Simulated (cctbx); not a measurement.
**What is wrong with this refinement?**

Cell a = 13.4650 Å, b = 3.1540 Å, c = 6.2510 Å, α = 90.00°, β = 102.47°, γ = 90.00°; space group C2/m (no. 12). The compound is Li2Fe2AgAsO6.

The data are simulated with cctbx, not measured: Mo Kα, λ = 0.71073 Å, to d = 0.75 Å, 95 % of the full sphere, strongest reflection 40000 counts, noise from counting, a 2 % proportional error and a noise floor of 15 counts (s.d.); no absorption.

An anisotropic refinement with weights 1/σ² prints:

```text
Rint 0.018, 378 unique reflections to 0.75 A
cycle     R1     wR2    GooF  max shift (A)
   1  0.0675  0.1529   7.363   0.01650
   3  0.0214  0.0537   2.586   0.00016
final R1 0.0214 wR2 0.0537 GooF 2.586  parameters 38  data/parameter 9.9
atom        x        y        z      Ueq    occ   su(xyz)  su(Uiso or U11)
Ag1    0.00000  0.50000  0.50000   0.0101  1.000  0.00000  0.0003
As1    0.00000  0.50000  0.00000   0.0132  1.000  0.00000  0.0004
Fe1    0.33048  0.50000  0.63997   0.0071  1.000  0.00017  0.0004
O1     0.15751  0.50000  0.56902   0.0235  1.000  0.00094  0.0023
O2     0.49450  0.50000  0.20868   0.0228  1.000  0.00076  0.0025
O3     0.34953  0.00000  0.89958   0.0245  1.000  0.00094  0.0021
Li1    0.33285  0.50000  0.18770   0.0226  1.000  0.00210  0.0056
difference map: max 1.69 min -1.09 rms 0.23
Q1    0.1594  0.0000  0.3007    4    1.71  0.37 A from Fe1
Q2    0.0120  0.5000  0.0820    4    1.17  0.50 A from As1
Q3    0.0000  0.3378  0.0000    4    0.94  0.51 A from As1
Q4    0.1923  0.0000  0.4420    4    0.85  0.54 A from Fe1
Q5    0.1776  0.0000  0.8868    4    0.64  0.46 A from Li1
Q6    0.0093  0.2687  0.3872    8    0.45  1.04 A from Ag1
```

**Question.** Can this result stand? If not, what is the likely fault?

Mend it. The fault: dispersion terms of the wrong wavelength (1.54184 Å). Against the right model at the same level, R1 goes from 0.0090 to 0.0214 and GooF from 0.93 to 2.59, U of Fe1 shrinks from 0.0122 to 0.0071 Å², U of Ag1 swells from 0.0071 to 0.0101 Å², the top difference peak, 1.7 e/Å³, lies 0.37 Å from Fe1 and a hole of -1.1 e/Å³ opens. f′ and f″ must be those of the data's wavelength; the error mimics a mistyped heavy atom. The signs are weak, and the output alone doesn't single this fault out.

The compound is Li2Fe2AgAsO6. The right model at the same level gives:

```text
Rint 0.018, 378 unique reflections to 0.75 A
cycle     R1     wR2    GooF  max shift (A)
   1  0.0355  0.0867   4.174   0.02546
   3  0.0090  0.0193   0.930   0.00016
final R1 0.0090 wR2 0.0193 GooF 0.930  parameters 38  data/parameter 9.9
atom        x        y        z      Ueq    occ   su(xyz)  su(Uiso or U11)
Ag1    0.00000  0.50000  0.50000   0.0071  1.000  0.00000  0.0001
As1    0.00000  0.50000  0.00000   0.0170  1.000  0.00000  0.0002
Fe1    0.33051  0.50000  0.64044   0.0122  1.000  0.00006  0.0001
O1     0.15732  0.50000  0.56962   0.0237  1.000  0.00033  0.0008
O2     0.49457  0.50000  0.20961   0.0237  1.000  0.00028  0.0009
O3     0.34941  0.00000  0.90092   0.0246  1.000  0.00033  0.0007
Li1    0.33265  0.50000  0.19277   0.0270  1.000  0.00084  0.0021
difference map: max 0.32 min -0.39 rms 0.10
Q1    0.1066  0.0000  0.6004    4    0.34  1.37 A from Li1
Q2    0.1514  0.5000  0.8084    4    0.31  1.51 A from O1
Q3    0.0228  0.0000  0.5500    4    0.31  1.57 A from O2
Q4    0.1582  0.1710  0.6020    8    0.31  1.06 A from O1
Q5    0.2186  0.1517  0.7286    8    0.31  1.05 A from Li1
Q6    0.1973  0.5000  0.8241    4    0.30  1.57 A from O1
```

Isotropic U is held between 0.0001 and 1 Å² by the program, and listed peak heights are interpolated, so they can pass the grid's maximum.

The model is made up (kin elements in a known structure type, no relaxation), so it says nothing on whether the phase exists.

[Middle refinement cycles are left out of these outputs.]

[Logs are printed without paths, hosts, clocks, repeated set-up lines and the standing remarks that a program may print on its own settings, such as how far it seeks lower states.]
